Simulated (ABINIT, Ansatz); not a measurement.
# Converging GW for ZrSe3 (P2_1/m) in ABINIT

What does each rung of G0W0 on ZrSe3 (P2_1/m) cost, and what does it buy?

Program: ABINIT 10.8.3. Level of theory: PBEsol and many-body steps on it, plane waves. Results are calculated unless marked as measured.

**1. Set-up**

The structure is monoclinic, space group P2_1/m (No. 11). The conventional cell has a = 5.411 Å, b = 3.749 Å, c = 9.444 Å, α = 90.00°, β = 97.48°, γ = 90.00°. Nearest to Zr lie 8 Se at 2.72 to 2.87 Å. Nearest to Se lie 4 Zr at 2.72 to 2.87 Å. Nearest to Se lie 1 Se at 2.34 Å and 2 Zr at 2.73 Å. Nearest to Se lie 1 Se at 2.34 Å and 2 Zr at 2.74 Å. Farther neighbours and most contacts between anions are not listed.

The cell and positions come from the Crystallography Open Database and are kept as given unless a step says otherwise.

**2. Empty states on the mesh, 2×4×1 mesh, 430 bands**

This step: ABINIT 10.8.3; DFT, PBEsol, plane waves, norm-conserving pseudopotentials.

The sums over transitions need many empty states on a uniform mesh; this step solves for them.

run.abi

```
acell 3*1.0 Angstrom
rprim 
  5.410900000000 -0.000000000000 -0.000000000000
  -0.000000000000 3.748800000000 0.000000000000
  -1.229420909100 0.000000000000 9.363634990100
ntypat 2
znucl 40 34
natom 8
typat 1 1 2 2 2 2 2 2
xred 
  0.285000000000 0.250000000000 0.656000000000
  0.715000000000 0.750000000000 0.344000000000
  0.762000000000 0.250000000000 0.554000000000
  0.238000000000 0.750000000000 0.446000000000
  0.456000000000 0.250000000000 0.174000000000
  0.544000000000 0.750000000000 0.826000000000
  0.888000000000 0.250000000000 0.169000000000
  0.112000000000 0.750000000000 0.831000000000
pp_dirpath "pseudos"
pseudos "Zr.upf, Se.upf"
ecut 48
ngkpt 2 4 1
nshiftk 1
shiftk 0 0 0
kptopt 1
chksymbreak 0
iscf -2
irdden 1
istwfk *1
nband 430
nbdbuf 38
tolwfr 1e-09
nstep 60
prtvol 0
indata_prefix "in"
outdata_prefix "out"
tmpdata_prefix "tmp"
```

Started as:

```sh
$ OMP_NUM_THREADS=1 mpirun -n 16 abinit run.abi > log
```

Numbers of over 12 decimals in the logs are rounded to 6 here.

What it wrote:

```text
.Version 10.8.3 of ABINIT. v10.8.2 released Aug 2026.

 Symmetries : space group P2_1/m (# 11); Bravais mP (primitive monocl.)
[... echo of the input left out ...]
== DATASET  1 ==================================================================
-   mpi_nproc: 16, omp_nthreads: 1 (-1 if OMP is not activated)
-    --> not optimal distribution: autoparal keyword recommended in input file <--

--- !DatasetInfo
iteration_state: {dtset: 1, }
dimensions: {natom: 8, nkpt: 6, mband: 430, nsppol: 1, nspinor: 1, nspden: 1, mpw: 20400, }
cutoff_energies: {ecut:  48.0, pawecutdg:  -1.0, }
[...]
3.00419    3.00542    3.00889    3.01749    3.01781    3.02148    3.02689    3.04126
   3.04297    3.04835    3.06015    3.06222    3.06453    3.06778    3.07385    3.08957
   3.09421    3.09815    3.10386    3.11109    3.11932    3.12375
 prteigrs : prtvol=0 or 1, do not print more k-points.

== END DATASET(S) ==============================================================
================================================================================

 -outvars: echo values of variables after computation  --------
            nband         430
             nkpt           6
          spgroup          11
 [... the other variables as echoed above ...]

 Calculation completed.
```

The job ended after 29 min (16 MPI ranks of Arm Neoverse N1, shared host; peak memory 2.5 GiB; 7.8 h of CPU time).

Numbers from this step:

```
gap                                                           : 0.3293 eV
k of the valence top                                          : 0, 0, 0
k of the conduction bottom                                    : 0.5, 0, 0
least direct gap                                              : 0.6289 eV
k points computed                                             : 6
lowest point of the top converged band, above the valence top : 70.3787 eV
```

On this mesh the gap is 0.329 eV.

The density comes from a self-consistent run that is not shown.

**3. Screening, 2×4×1 mesh, 122 bands, screening to 62.6 eV**

The RPA dielectric matrix is built and inverted for each q.

This step: RPA screening on PBEsol, plane waves, norm-conserving pseudopotentials.

run.abi: that of step 2 with these lines changed.

```diff
@@ -26,10 +26,11 @@
 chksymbreak 0
-iscf -2
-irdden 1
 istwfk *1
-nband 430
-nbdbuf 38
-tolwfr 1e-09
-nstep 60
-prtvol 0
+occopt 1
+irdwfk 1
+optdriver 3
+nband 122
+ecuteps 2.3
+inclvkb 2
+awtr 1
+symchi 1
 indata_prefix "in"
```

What it wrote:

```text
.Version 10.8.3 of ABINIT. v10.8.2 released Aug 2026.

 Symmetries : space group P2_1/m (# 11); Bravais mP (primitive monocl.)
[... echo of the input left out ...]
== DATASET  1 ==================================================================
-   mpi_nproc: 16, omp_nthreads: 1 (-1 if OMP is not activated)

--- !DatasetInfo
iteration_state: {dtset: 1, }
dimensions: {natom: 8, nkpt: 6, mband: 122, nsppol: 1, nspinor: 1, nspden: 1, mpw: 20400, }
cutoff_energies: {ecut:  48.0, pawecutdg:  -1.0, }
electrons: {nelect:   1.68000000E+02, charge:   0.00000000E+00, occopt:   1.00000000E+00, tsmear:   1.00000000E-02, }

 SCREENING: Calculation of the susceptibility and dielectric matrices

 Based on a program developped by R.W. Godby, V. Olevano, G. Onida, and L. Reining.
 Incorporated in ABINIT by V. Olevano, G.-M. Rignanese, and M. Torrent.
.Using double precision arithmetic ; gwpc =  8

[... cell and pseudopotentials left out ...]
--------------------------------------------------------------------------------

 ==== K-mesh for the wavefunctions ====
 Number of points in the irreducible wedge :     6
[... list of points left out ...]
 Together with  4 symmetry operations and time-reversal symmetry
 yields     8 points in the full Brillouin Zone.

 ==== Q-mesh for the screening function ====
 Number of points in the irreducible wedge :     6
[... list of points left out ...]
 Together with  4 symmetry operations and time-reversal symmetry
 yields     8 points in the full Brillouin Zone.

 setmesh: FFT mesh size selected  =    45x   30x   72
          total number of points  =        97200

 vcoul_init : cutoff-mode = AUXILIARY_FUNCTION
 q-points for optical limit:   1
     1)      0.000010    0.000020    0.000030

- screening: taking advantage of time-reversal symmetry
- Maximum band index for partially occupied states nbvw = 84
- Remaining bands to be divided among processors   nbcw = 38
- Number of bands treated by each node ~2

 Number of electrons calculated from density =  168.0000; Expected =  168.0000
 average of density, n =  0.131071
 r_s =    1.2212
 omega_plasma =   34.9228 [eV]

 calculating chi0 at frequencies [eV] :
  1    0.000000E+00    0.000000E+00
  2    0.000000E+00    3.492278E+01

--------------------------------------------------------------------------------
  q-point number  1        q = ( 0.000000, 0.000000, 0.000000) [r.l.u.]
--------------------------------------------------------------------------------
[... chi0 elements left out ...]
 For q-point:  0.000010 0.000020 0.000030
  dielectric constant =  16.0847
  dielectric constant without local fields =  18.6170

  Average fulfillment of the sum rule on Im[epsilon] for q-point    1 :     18.59  [%]
[... wings left out ...]
  q-point number  2        q = ( 0.500000, 0.000000, 0.000000) [r.l.u.]
--------------------------------------------------------------------------------
[... chi0 elements left out ...]
  Average fulfillment of the sum rule on Im[epsilon] for q-point    2 :     21.92  [%]

 [... 4 further q-points ...]
```

The job ended after 2.4 min (16 MPI ranks; peak memory 17 GiB; 38 min of CPU time).

This step gave:

- ε∞ with local fields, on this mesh, along the program's q direction: 16.08
- the same without local fields: 18.62
- plasma frequency: 34.92 eV
- plane waves in the screening matrix: 217

Local fields lower ε∞ by 14 %. On a Γ-centred mesh this coarse the value itself is usually too large, while a short band sum pulls it down.

**4. 122 bands, 62.6 eV**

The self-energy is evaluated for the states that the input lists, and the levels follow from it, in one-shot runs by the linearised quasiparticle equation.

This step: G0W0 on PBEsol, plane waves, norm-conserving pseudopotentials.

run.abi: that of step 3 with these lines changed.

```diff
@@ -29,8 +29,17 @@
 irdwfk 1
-optdriver 3
+optdriver 4
 nband 122
+gwcalctyp 0
+ecutsigx 48
+symsigma 1
+nkptgw 2
+kptgw 
+  0.0000000000 0.0000000000 0.0000000000
+  0.5000000000 0.0000000000 0.0000000000
+bdgw 
+  83 86
+  83 86
 ecuteps 2.3
-inclvkb 2
-awtr 1
-symchi 1
+irdscr 1
+ppmodel 1
 indata_prefix "in"
```

What it wrote:

```text
.Version 10.8.3 of ABINIT. v10.8.2 released Aug 2026.

 Symmetries : space group P2_1/m (# 11); Bravais mP (primitive monocl.)
[... echo of the input left out ...]
== DATASET  1 ==================================================================
-   mpi_nproc: 16, omp_nthreads: 1 (-1 if OMP is not activated)

--- !DatasetInfo
iteration_state: {dtset: 1, }
dimensions: {natom: 8, nkpt: 6, mband: 122, nsppol: 1, nspinor: 1, nspden: 1, mpw: 20400, }
cutoff_energies: {ecut:  48.0, pawecutdg:  -1.0, }
electrons: {nelect:   1.68000000E+02, charge:   0.00000000E+00, occopt:   1.00000000E+00, tsmear:   1.00000000E-02, }

 SIGMA: Calculation of the GW corrections

 Based on a program developped by R.W. Godby, V. Olevano, G. Onida, and L. Reining.
 Incorporated in ABINIT by V. Olevano, G.-M. Rignanese, and M. Torrent.
.Using double precision arithmetic ; gwpc =  8

[... cell and pseudopotentials left out ...]
--------------------------------------------------------------------------------

 ==== K-mesh for the wavefunctions ====
 Number of points in the irreducible wedge :     6
[... list of points left out ...]
 Together with  4 symmetry operations and time-reversal symmetry
 yields     8 points in the full Brillouin Zone.

 ==== Q-mesh for screening function ====
 Number of points in the irreducible wedge :     6
[... list of points left out ...]
 Together with  4 symmetry operations and time-reversal symmetry
 yields     8 points in the full Brillouin Zone.

 vcoul_init : cutoff-mode = AUXILIARY_FUNCTION
 q-points for optical limit:   1
     1)      0.000010    0.000020    0.000030
 setmesh: FFT mesh size selected  =    72x   48x  120
          total number of points  =       414720

 Number of electrons calculated from density =  168.0000; Expected =  168.0000
 average of density, n =  0.131071
 r_s =    1.2212
 omega_plasma =   34.9228 [eV]

 === KS Band Gaps ===
  >>>> For spin  1
   Minimum direct gap =   0.6288 [eV], located at k-point      :   0.5000  0.0000  0.0000
   Fundamental gap    =   0.3292 [eV], Top of valence bands at :   0.0000  0.0000  0.0000
                                       Bottom of conduction at :   0.5000  0.0000  0.0000
 SIGMA fundamental parameters:
 PLASMON POLE MODEL  1
 number of plane-waves for SigmaX                20343
 number of plane-waves for SigmaC and W            217
 number of plane-waves for wavefunctions         20343
 number of bands                                   122
 number of independent spin polarizations            1
 number of spinorial components                      1
 number of k-points in IBZ                           6
 number of q-points in IBZ                           6
 number of symmetry operations                       4
 number of k-points in BZ                            8
 number of q-points in BZ                            8
 number of frequencies for dSigma/dE                 9
 frequency step for dSigma/dE [eV]                0.25
 number of omega for Sigma on real axis              0
 max omega for Sigma on real axis  [eV]           0.00
 zcut for avoiding poles [eV]                     0.10

 EPSILON^-1 parameters (SCR file):
 dimension of the eps^-1 matrix on file            217
 dimension of the eps^-1 matrix used               217
 number of plane-waves for wavefunctions         20343
 number of bands                                   122
 number of q-points in IBZ                           6
 number of frequencies                               2
 number of real frequencies                          1
 number of imag frequencies                          1

 matrix elements of self-energy operator (all in [eV])

 Perturbative Calculation

--- !SelfEnergy_ee
iteration_state: {dtset: 1, }
kpoint     : [   0.000,    0.000,    0.000, ]
spin       : 1
KS_gap     :    0.661
QP_gap     :    1.162
Delta_QP_KS:    0.502
data: !SigmaeeData |
     Band     E0 <VxcDFT>   SigX SigC(E0)      Z dSigC/dE  Sig(E)    E-E0       E
       83   6.375 -14.787 -16.246   2.581   0.802  -0.247 -13.888   0.899   7.274
       84   6.485 -15.017 -16.886   2.988   0.803  -0.246 -14.119   0.898   7.383
       85   7.146 -13.062  -8.336  -2.981   0.802  -0.247 -11.663   1.399   8.545
       86   7.529 -13.521  -8.085  -3.532   0.796  -0.257 -12.006   1.515   9.044

--- !SelfEnergy_ee
iteration_state: {dtset: 1, }
kpoint     : [   0.500,    0.000,    0.000, ]
spin       : 1
KS_gap     :    0.629
QP_gap     :    1.210
Delta_QP_KS:    0.581
data: !SigmaeeData |
     Band     E0 <VxcDFT>   SigX SigC(E0)      Z dSigC/dE  Sig(E)    E-E0       E
       83   6.114 -14.718 -16.655   2.921   0.801  -0.249 -13.930   0.787   6.901
       84   6.185 -14.776 -16.630   2.870   0.801  -0.249 -13.963   0.814   6.999
       85   6.814 -13.767  -9.969  -2.052   0.798  -0.253 -12.373   1.395   8.209
       86   7.155 -14.047 -10.034  -2.147   0.796  -0.256 -12.561   1.485   8.640

== END DATASET(S) ==============================================================
================================================================================

 -outvars: echo values of variables after computation  --------
           etotal      0.0000000000E+00
            nband         122
             nkpt           6
          spgroup          11
 [... the other variables as echoed above ...]

 Calculation completed.
```

Run time: 18 s. Hardware: 16 MPI ranks; peak memory 7 GiB.

This step gave:

```yaml
g0w0_gap_on_the_points_computed: 0.8260 eV
starting_gap_on_the_mesh: 0.3293 eV
k_of_the_valence_top: 0, 0, 0
k_of_the_conduction_bottom: 0.5, 0, 0
z_at_the_valence_top: 0.803
z_at_the_conduction_bottom: 0.798
least_direct_g0w0_gap_on_the_computed_points: 1.162 eV
```

The gap on the mesh goes from 0.33 eV to 0.83 eV, a correction of +0.50 eV.

**5. Screening, 2×4×1 mesh, 209 bands, screening to 114.3 eV**

This step: RPA screening on PBEsol, plane waves, norm-conserving pseudopotentials.

run.abi: that of step 4 with these lines changed.

```diff
@@ -29,17 +29,8 @@
 irdwfk 1
-optdriver 4
-nband 122
-gwcalctyp 0
-ecutsigx 48
-symsigma 1
-nkptgw 2
-kptgw 
-  0.0000000000 0.0000000000 0.0000000000
-  0.5000000000 0.0000000000 0.0000000000
-bdgw 
-  83 86
-  83 86
-ecuteps 2.3
-irdscr 1
-ppmodel 1
+optdriver 3
+nband 209
+ecuteps 4.2
+inclvkb 2
+awtr 1
+symchi 1
 indata_prefix "in"
```

What it wrote:

```text
.Version 10.8.3 of ABINIT. v10.8.2 released Aug 2026.

 Symmetries : space group P2_1/m (# 11); Bravais mP (primitive monocl.)
[... echo of the input left out ...]
== DATASET  1 ==================================================================
-   mpi_nproc: 16, omp_nthreads: 1 (-1 if OMP is not activated)

--- !DatasetInfo
iteration_state: {dtset: 1, }
dimensions: {natom: 8, nkpt: 6, mband: 209, nsppol: 1, nspinor: 1, nspden: 1, mpw: 20400, }
cutoff_energies: {ecut:  48.0, pawecutdg:  -1.0, }
electrons: {nelect:   1.68000000E+02, charge:   0.00000000E+00, occopt:   1.00000000E+00, tsmear:   1.00000000E-02, }

 SCREENING: Calculation of the susceptibility and dielectric matrices

 Based on a program developped by R.W. Godby, V. Olevano, G. Onida, and L. Reining.
 Incorporated in ABINIT by V. Olevano, G.-M. Rignanese, and M. Torrent.
.Using double precision arithmetic ; gwpc =  8

[... cell and pseudopotentials left out ...]
--------------------------------------------------------------------------------

 ==== K-mesh for the wavefunctions ====
 Number of points in the irreducible wedge :     6
[... list of points left out ...]
 Together with  4 symmetry operations and time-reversal symmetry
 yields     8 points in the full Brillouin Zone.

 ==== Q-mesh for the screening function ====
 Number of points in the irreducible wedge :     6
[... list of points left out ...]
 Together with  4 symmetry operations and time-reversal symmetry
 yields     8 points in the full Brillouin Zone.

 setmesh: FFT mesh size selected  =    45x   30x   72
          total number of points  =        97200

 vcoul_init : cutoff-mode = AUXILIARY_FUNCTION
 q-points for optical limit:   1
     1)      0.000010    0.000020    0.000030

- screening: taking advantage of time-reversal symmetry
- Maximum band index for partially occupied states nbvw = 84
- Remaining bands to be divided among processors   nbcw = 125
- Number of bands treated by each node ~7

 Number of electrons calculated from density =  168.0000; Expected =  168.0000
 average of density, n =  0.131071
 r_s =    1.2212
 omega_plasma =   34.9228 [eV]

 calculating chi0 at frequencies [eV] :
  1    0.000000E+00    0.000000E+00
  2    0.000000E+00    3.492278E+01

--------------------------------------------------------------------------------
  q-point number  1        q = ( 0.000000, 0.000000, 0.000000) [r.l.u.]
--------------------------------------------------------------------------------
[... chi0 elements left out ...]
 For q-point:  0.000010 0.000020 0.000030
  dielectric constant =  16.0725
  dielectric constant without local fields =  18.6875

  Average fulfillment of the sum rule on Im[epsilon] for q-point    1 :     30.17  [%]
[... wings left out ...]
  q-point number  2        q = ( 0.500000, 0.000000, 0.000000) [r.l.u.]
--------------------------------------------------------------------------------
[... chi0 elements left out ...]
  Average fulfillment of the sum rule on Im[epsilon] for q-point    2 :     31.80  [%]

 [... 4 further q-points ...]
```

Run time: 7.1 min. Hardware: 16 MPI ranks; peak memory 20 GiB; 1.9 h of CPU time.

This step gave:

```
ε∞ with local fields, on this mesh, along the program's q direction : 16.07
the same without local fields                                       : 18.69
plasma frequency                                                    : 34.92 eV
plane waves in the screening matrix                                 : 521
```

[end of part 1 of 2]

[Paths, hosts, dates, memory and timing lines, banners, echoed tables and standing remarks are left out of the program output.]

[Logs are printed without paths, hosts, clocks, repeated set-up lines and the standing remarks that a program may print on its own settings, such as how far it seeks lower states.]

[Runs of the session that timed out or met a known fault of the program may be left out.]

[Hosts, paths, dates, database ids (printed as entryN), source tags and the programs' standing remarks are cut or masked in the printed files.]

[G0W0 gaps are taken among the corrected bands and points alone; a level outside them can change the order at an edge.]

[Where Ansatz stands beside ABINIT at settings called matched, ABINIT's density can come from a denser mesh and the files from another edition; pairs whose starting gaps differed by over 0.03 eV were left out, so agreement reads better than it is.]
